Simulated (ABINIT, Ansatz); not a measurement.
## A GW run on K2H6Pt (Fm-3m) in ABINIT, with inputs changed

Aim: change inputs of a GW run on K2H6Pt (Fm-3m) and see what moves.

Method: LDA and many-body steps on it, plane waves, in ABINIT 10.8.3.

### Step 1. The structure

It takes space group Fm-3m (No. 225, cubic). Conventional cell: a = 8.120 Å, b = 8.120 Å, c = 8.120 Å, α = 90.00°, β = 90.00°, γ = 90.00°. Nearest to K lie 12 H at 2.90 Å. Nearest to H lie 1 Pt at 1.64 Å and 4 H at 2.32 Å and 4 K at 2.90 Å. Pt has 6 H at 1.64 Å nearest. Farther neighbours are not listed.

Coordinates:

```cif
data_structure
_symmetry_space_group_name_H-M 'P 1'
_symmetry_Int_Tables_number 1
_cell_length_a 5.7417
_cell_length_b 5.7417
_cell_length_c 5.7417
_cell_angle_alpha 60.000
_cell_angle_beta 60.000
_cell_angle_gamma 60.000
_cell_volume 133.85
loop_
_atom_site_label
_atom_site_type_symbol
_atom_site_fract_x
_atom_site_fract_y
_atom_site_fract_z
_atom_site_occupancy
K1 K 0.75000 0.75000 0.75000 1
K2 K 0.25000 0.25000 0.25000 1
H3 H 0.79786 0.79786 0.20214 1
H4 H 0.20214 0.79786 0.20214 1
H5 H 0.79786 0.20214 0.20214 1
H6 H 0.20214 0.20214 0.79786 1
H7 H 0.79786 0.20214 0.79786 1
H8 H 0.20214 0.79786 0.79786 1
Pt9 Pt 0.00000 0.00000 0.00000 1
```

The cell and positions are those that the Materials Project relaxed with its own functionals (PBE, PBE+U or r2SCAN), kept fixed. Spin-orbit coupling is left out unless a step names it.

### Step 2. Screening, 2×2×2 mesh, 109 bands, screening to 114.3 eV

This step: ABINIT 10.8.3; RPA screening on LDA, plane waves, norm-conserving pseudopotentials.

The RPA dielectric matrix is built and inverted for each q.

Input file run.abi:

```
acell 3*1.0 Angstrom
rprim 
  0.000000000000 4.060020550000 4.060020550000
  4.060020550000 0.000000000000 4.060020550000
  4.060020550000 4.060020550000 0.000000000000
ntypat 3
znucl 19 1 78
natom 9
typat 1 1 2 2 2 2 2 2 3
xred 
  0.750000000000 0.750000000000 0.750000000000
  0.250000000000 0.250000000000 0.250000000000
  0.797862200000 0.797862200000 0.202137800000
  0.202137800000 0.797862200000 0.202137800000
  0.797862200000 0.202137800000 0.202137800000
  0.202137800000 0.202137800000 0.797862200000
  0.797862200000 0.202137800000 0.797862200000
  0.202137800000 0.797862200000 0.797862200000
  0.000000000000 0.000000000000 0.000000000000
pp_dirpath "pseudos"
pseudos "K.upf, H.upf, Pt.upf"
ecut 34
ngkpt 2 2 2
nshiftk 1
shiftk 0 0 0
kptopt 1
chksymbreak 0
istwfk *1
occopt 1
irdwfk 1
optdriver 3
nband 109
ecuteps 4.2
inclvkb 2
awtr 1
symchi 1
indata_prefix "in"
outdata_prefix "out"
tmpdata_prefix "tmp"
```

Command:

```sh
$ OMP_NUM_THREADS=1 mpirun -n 4 abinit run.abi > log
```

Log:

```text
.Version 10.8.3 of ABINIT. v10.8.2 released Aug 2026.

 Symmetries : space group Fm -3 m (#225); Bravais cF (face-center cubic)
[... echo of the input left out ...]
== DATASET  1 ==================================================================
-   mpi_nproc: 4, omp_nthreads: 1 (-1 if OMP is not activated)

--- !DatasetInfo
iteration_state: {dtset: 1, }
dimensions: {natom: 9, nkpt: 3, mband: 109, nsppol: 1, nspinor: 1, nspden: 1, mpw: 8609, }
cutoff_energies: {ecut:  34.0, pawecutdg:  -1.0, }
electrons: {nelect:   4.20000000E+01, charge:   0.00000000E+00, occopt:   1.00000000E+00, tsmear:   1.00000000E-02, }

 SCREENING: Calculation of the susceptibility and dielectric matrices

 Based on a program developped by R.W. Godby, V. Olevano, G. Onida, and L. Reining.
 Incorporated in ABINIT by V. Olevano, G.-M. Rignanese, and M. Torrent.
.Using double precision arithmetic ; gwpc =  8

[... cell and pseudopotentials left out ...]
--------------------------------------------------------------------------------

 ==== K-mesh for the wavefunctions ====
 Number of points in the irreducible wedge :     3
[... list of points left out ...]
 Together with 48 symmetry operations and time-reversal symmetry
 yields     8 points in the full Brillouin Zone.

 ==== Q-mesh for the screening function ====
 Number of points in the irreducible wedge :     3
[... list of points left out ...]
 Together with 48 symmetry operations and time-reversal symmetry
 yields     8 points in the full Brillouin Zone.

 setmesh: FFT mesh size selected  =    40x   40x   40
          total number of points  =        64000

 vcoul_init : cutoff-mode = AUXILIARY_FUNCTION
 q-points for optical limit:   1
     1)      0.000010    0.000020    0.000030

- screening: taking advantage of time-reversal symmetry
- Maximum band index for partially occupied states nbvw = 21
- Remaining bands to be divided among processors   nbcw = 88
- Number of bands treated by each node ~22

 Number of electrons calculated from density =   42.0000; Expected =   42.0000
 average of density, n =  0.046498
 r_s =    1.7251
 omega_plasma =   20.8005 [eV]

 calculating chi0 at frequencies [eV] :
  1    0.000000E+00    0.000000E+00
  2    0.000000E+00    2.080054E+01

--------------------------------------------------------------------------------
  q-point number  1        q = ( 0.000000, 0.000000, 0.000000) [r.l.u.]
--------------------------------------------------------------------------------
[... chi0 elements left out ...]
 For q-point:  0.000010 0.000020 0.000030
  dielectric constant =   3.0019
  dielectric constant without local fields =   3.8678

  Average fulfillment of the sum rule on Im[epsilon] for q-point    1 :     56.48  [%]
[... wings left out ...]
  q-point number  2        q = ( 0.500000, 0.000000, 0.000000) [r.l.u.]
--------------------------------------------------------------------------------
[... chi0 elements left out ...]
  Average fulfillment of the sum rule on Im[epsilon] for q-point    2 :     63.41  [%]

 [... 1 further q-points ...]
```

It took 19 s on 4 MPI ranks of Arm Neoverse V1, shared host; peak memory 1.5 GiB.

Numbers from this step:

```yaml
eps_infinity_with_local_fields_on_this_mesh_along_the_program_s_q_direction: 3.002
the_same_without_local_fields: 3.868
plasma_frequency: 20.80 eV
plane_waves_in_the_screening_matrix: 339
```

Local fields lower ε∞ by 22 %. On a Γ-centred mesh this coarse the value itself is usually too large, while a short band sum pulls it down.

### Step 3. Base

The self-energy is evaluated for the states that the input lists, and the levels follow from it, in one-shot runs by the linearised quasiparticle equation.

This step: G0W0 on LDA, plane waves, norm-conserving pseudopotentials.

Edit run.abi of step 2 so:

```diff
@@ -30,8 +30,19 @@
 irdwfk 1
-optdriver 3
+optdriver 4
 nband 109
+gwcalctyp 0
+ecutsigx 34
+symsigma 1
+nkptgw 3
+kptgw 
+  0.5000000000 0.0000000000 0.0000000000
+  0.5000000000 0.5000000000 0.0000000000
+  0.0000000000 0.0000000000 0.0000000000
+bdgw 
+  20 23
+  20 23
+  19 24
 ecuteps 4.2
-inclvkb 2
-awtr 1
-symchi 1
+irdscr 1
+ppmodel 1
 indata_prefix "in"
```

Log:

```text
.Version 10.8.3 of ABINIT. v10.8.2 released Aug 2026.

 Symmetries : space group Fm -3 m (#225); Bravais cF (face-center cubic)
[... echo of the input left out ...]
== DATASET  1 ==================================================================
-   mpi_nproc: 4, omp_nthreads: 1 (-1 if OMP is not activated)

--- !DatasetInfo
iteration_state: {dtset: 1, }
dimensions: {natom: 9, nkpt: 3, mband: 109, nsppol: 1, nspinor: 1, nspden: 1, mpw: 8609, }
cutoff_energies: {ecut:  34.0, pawecutdg:  -1.0, }
electrons: {nelect:   4.20000000E+01, charge:   0.00000000E+00, occopt:   1.00000000E+00, tsmear:   1.00000000E-02, }

 SIGMA: Calculation of the GW corrections

 Based on a program developped by R.W. Godby, V. Olevano, G. Onida, and L. Reining.
 Incorporated in ABINIT by V. Olevano, G.-M. Rignanese, and M. Torrent.
.Using double precision arithmetic ; gwpc =  8

[... cell and pseudopotentials left out ...]
--------------------------------------------------------------------------------

 ==== K-mesh for the wavefunctions ====
 Number of points in the irreducible wedge :     3
[... list of points left out ...]
 Together with 48 symmetry operations and time-reversal symmetry
 yields     8 points in the full Brillouin Zone.

 ==== Q-mesh for screening function ====
 Number of points in the irreducible wedge :     3
[... list of points left out ...]
 Together with 48 symmetry operations and time-reversal symmetry
 yields     8 points in the full Brillouin Zone.

 vcoul_init : cutoff-mode = AUXILIARY_FUNCTION
 q-points for optical limit:   1
     1)      0.000010    0.000020    0.000030
 setmesh: FFT mesh size selected  =    60x   60x   60
          total number of points  =       216000

 Number of electrons calculated from density =   42.0000; Expected =   42.0000
 average of density, n =  0.046498
 r_s =    1.7251
 omega_plasma =   20.8005 [eV]

 === KS Band Gaps ===
  >>>> For spin  1
   Minimum direct gap =   3.8383 [eV], located at k-point      :   0.5000  0.5000  0.0000
   Fundamental gap    =   3.7189 [eV], Top of valence bands at :   0.5000  0.0000  0.0000
                                       Bottom of conduction at :   0.5000  0.5000  0.0000
 SIGMA fundamental parameters:
 PLASMON POLE MODEL  1
 number of plane-waves for SigmaX                 8609
 number of plane-waves for SigmaC and W            339
 number of plane-waves for wavefunctions          8609
 number of bands                                   109
 number of independent spin polarizations            1
 number of spinorial components                      1
 number of k-points in IBZ                           3
 number of q-points in IBZ                           3
 number of symmetry operations                      48
 number of k-points in BZ                            8
 number of q-points in BZ                            8
 number of frequencies for dSigma/dE                 9
 frequency step for dSigma/dE [eV]                0.25
 number of omega for Sigma on real axis              0
 max omega for Sigma on real axis  [eV]           0.00
 zcut for avoiding poles [eV]                     0.10

 EPSILON^-1 parameters (SCR file):
 dimension of the eps^-1 matrix on file            339
 dimension of the eps^-1 matrix used               339
 number of plane-waves for wavefunctions          8609
 number of bands                                   109
 number of q-points in IBZ                           3
 number of frequencies                               2
 number of real frequencies                          1
 number of imag frequencies                          1

 matrix elements of self-energy operator (all in [eV])

 Perturbative Calculation

--- !SelfEnergy_ee
iteration_state: {dtset: 1, }
kpoint     : [   0.500,    0.000,    0.000, ]
spin       : 1
KS_gap     :    5.469
QP_gap     :    8.148
Delta_QP_KS:    2.679
data: !SigmaeeData |
     Band     E0 <VxcDFT>   SigX SigC(E0)      Z dSigC/dE  Sig(E)    E-E0       E
       20   0.204 -11.659 -14.635   1.861   0.822  -0.217 -12.576  -0.917  -0.713
       21   0.204 -11.659 -14.635   1.861   0.822  -0.217 -12.576  -0.917  -0.713
       22   5.673 -11.930  -7.508  -2.332   0.843  -0.186 -10.169   1.762   7.435
       23   5.673 -11.930  -7.508  -2.332   0.843  -0.186 -10.169   1.762   7.435

--- !SelfEnergy_ee
iteration_state: {dtset: 1, }
kpoint     : [   0.500,    0.500,    0.000, ]
spin       : 1
KS_gap     :    3.838
QP_gap     :    6.234
Delta_QP_KS:    2.396
data: !SigmaeeData |
     Band     E0 <VxcDFT>   SigX SigC(E0)      Z dSigC/dE  Sig(E)    E-E0       E
       20   0.084 -11.595 -14.627   1.857   0.822  -0.217 -12.561  -0.966  -0.881
       21   0.084 -11.595 -14.627   1.857   0.822  -0.217 -12.561  -0.966  -0.881
[...]
--- !SelfEnergy_ee
iteration_state: {dtset: 1, }
kpoint     : [   0.000,    0.000,    0.000, ]
spin       : 1
KS_gap     :    5.219
QP_gap     :    7.450
Delta_QP_KS:    2.232
data: !SigmaeeData |
     Band     E0 <VxcDFT>   SigX SigC(E0)      Z dSigC/dE  Sig(E)    E-E0       E
[...]
22   5.180  -7.814  -3.498  -2.796   0.859  -0.164  -6.507   1.307   6.486
       23   6.121 -12.607  -7.789  -2.421   0.842  -0.187 -10.588   2.019   8.140
       24   6.121 -12.607  -7.789  -2.421   0.842  -0.187 -10.588   2.019   8.140

 New Fermi energy :        8.683446E-02 Ha ,    2.362886E+00 eV

 === QP Band Gaps ===
  >>>> For spin  1
   Minimum direct gap =   6.2344 [eV], located at k-point      :   0.5000  0.5000  0.0000
   Fundamental gap    =   6.0662 [eV], Top of valence bands at :   0.5000  0.0000  0.0000
                                       Bottom of conduction at :   0.5000  0.5000  0.0000

== END DATASET(S) ==============================================================
================================================================================

 -outvars: echo values of variables after computation  --------
           etotal      0.0000000000E+00
            nband         109
             nkpt           3
          spgroup         225
 [... the other variables as echoed above ...]

 Calculation completed.
```

Wall time 14 s (4 MPI ranks); peak memory 1 GiB; 57 s of CPU time.

Numbers from this step:

```
G0W0 gap on the points computed              : 6.066 eV
starting gap on the mesh                     : 3.719 eV
k of the valence top                         : 0.5, 0, 0
k of the conduction bottom                   : 0.5, 0.5, 0
Z at the valence top                         : 0.822
Z at the conduction bottom                   : 0.851
least direct G0W0 gap on the computed points : 6.234 eV
```

The gap on the mesh goes from 3.72 eV to 6.07 eV, a correction of +2.35 eV.

### Step 4. Smaller part of the screening matrix

Edit run.abi of step 3 so:

```diff
@@ -44,3 +44,3 @@
   19 24
-ecuteps 4.2
+ecuteps 1.1
 irdscr 1
```

Log:

```text
.Version 10.8.3 of ABINIT. v10.8.2 released Aug 2026.

 Symmetries : space group Fm -3 m (#225); Bravais cF (face-center cubic)
[... echo of the input left out ...]
== DATASET  1 ==================================================================
-   mpi_nproc: 4, omp_nthreads: 1 (-1 if OMP is not activated)

--- !DatasetInfo
iteration_state: {dtset: 1, }
dimensions: {natom: 9, nkpt: 3, mband: 109, nsppol: 1, nspinor: 1, nspden: 1, mpw: 8609, }
cutoff_energies: {ecut:  34.0, pawecutdg:  -1.0, }
electrons: {nelect:   4.20000000E+01, charge:   0.00000000E+00, occopt:   1.00000000E+00, tsmear:   1.00000000E-02, }

 SIGMA: Calculation of the GW corrections

 Based on a program developped by R.W. Godby, V. Olevano, G. Onida, and L. Reining.
 Incorporated in ABINIT by V. Olevano, G.-M. Rignanese, and M. Torrent.
.Using double precision arithmetic ; gwpc =  8

[... cell and pseudopotentials left out ...]
--------------------------------------------------------------------------------

 ==== K-mesh for the wavefunctions ====
 Number of points in the irreducible wedge :     3
[... list of points left out ...]
 Together with 48 symmetry operations and time-reversal symmetry
 yields     8 points in the full Brillouin Zone.

 ==== Q-mesh for screening function ====
 Number of points in the irreducible wedge :     3
[... list of points left out ...]
 Together with 48 symmetry operations and time-reversal symmetry
 yields     8 points in the full Brillouin Zone.

 vcoul_init : cutoff-mode = AUXILIARY_FUNCTION
 q-points for optical limit:   1
     1)      0.000010    0.000020    0.000030
 setmesh: FFT mesh size selected  =    60x   60x   60
          total number of points  =       216000

 Number of electrons calculated from density =   42.0000; Expected =   42.0000
[...]
Perturbative Calculation

--- !SelfEnergy_ee
iteration_state: {dtset: 1, }
kpoint     : [   0.500,    0.000,    0.000, ]
spin       : 1
KS_gap     :    5.469
QP_gap     :    8.084
Delta_QP_KS:    2.615
data: !SigmaeeData |
     Band     E0 <VxcDFT>   SigX SigC(E0)      Z dSigC/dE  Sig(E)    E-E0       E
       20   0.204 -11.659 -14.635   1.925   0.838  -0.193 -12.540  -0.882  -0.678
       21   0.204 -11.659 -14.635   1.925   0.838  -0.193 -12.540  -0.882  -0.678
       22   5.673 -11.930  -7.508  -2.386   0.851  -0.175 -10.197   1.733   7.406
[...]
--- !SelfEnergy_ee
iteration_state: {dtset: 1, }
kpoint     : [   0.500,    0.500,    0.000, ]
spin       : 1
KS_gap     :    3.838
QP_gap     :    6.133
Delta_QP_KS:    2.295
data: !SigmaeeData |
     Band     E0 <VxcDFT>   SigX SigC(E0)      Z dSigC/dE  Sig(E)    E-E0       E
[...]
--- !SelfEnergy_ee
iteration_state: {dtset: 1, }
kpoint     : [   0.000,    0.000,    0.000, ]
spin       : 1
KS_gap     :    5.219
QP_gap     :    7.351
Delta_QP_KS:    2.132
data: !SigmaeeData |
     Band     E0 <VxcDFT>   SigX SigC(E0)      Z dSigC/dE  Sig(E)    E-E0       E
[...]
23   6.121 -12.607  -7.789  -2.481   0.851  -0.175 -10.618   1.989   8.110
       24   6.121 -12.607  -7.789  -2.481   0.851  -0.175 -10.618   1.989   8.110

 New Fermi energy :        8.556737E-02 Ha ,    2.328407E+00 eV

 === QP Band Gaps ===
  >>>> For spin  1
   Minimum direct gap =   6.1329 [eV], located at k-point      :   0.5000  0.5000  0.0000
   Fundamental gap    =   5.9618 [eV], Top of valence bands at :   0.5000  0.0000  0.0000
                                       Bottom of conduction at :   0.5000  0.5000  0.0000

== END DATASET(S) ==============================================================
================================================================================

 -outvars: echo values of variables after computation  --------
           etotal      0.0000000000E+00
            nband         109
             nkpt           3
          spgroup         225
 [... the other variables as echoed above ...]

 Calculation completed.
```

Run time: 5.9 s. Hardware: 4 MPI ranks; peak memory 0.5 GiB; 23 s of CPU time.

This step gave:

```
G0W0 gap on the points computed              : 5.962 eV
starting gap on the mesh                     : 3.719 eV
k of the valence top                         : 0.5, 0, 0
k of the conduction bottom                   : 0.5, 0.5, 0
Z at the valence top                         : 0.838
Z at the conduction bottom                   : 0.857
least direct G0W0 gap on the computed points : 6.133 eV
```

(Continued in part 2 of 2.)

[Paths, hosts, dates, memory and timing lines, banners, echoed tables and standing remarks are left out of the program output.]

[Logs are printed without paths, hosts, clocks, repeated set-up lines and the standing remarks that a program may print on its own settings, such as how far it seeks lower states.]

[Runs of the session that timed out or met a known fault of the program may be left out.]

[Hosts, paths, dates, database ids (printed as entryN), source tags and the programs' standing remarks are cut or masked in the printed files.]

[G0W0 gaps are taken among the corrected bands and points alone; a level outside them can change the order at an edge.]

[Where Ansatz stands beside ABINIT at settings called matched, ABINIT's density can come from a denser mesh and the files from another edition; pairs whose starting gaps differed by over 0.03 eV were left out, so agreement reads better than it is.]
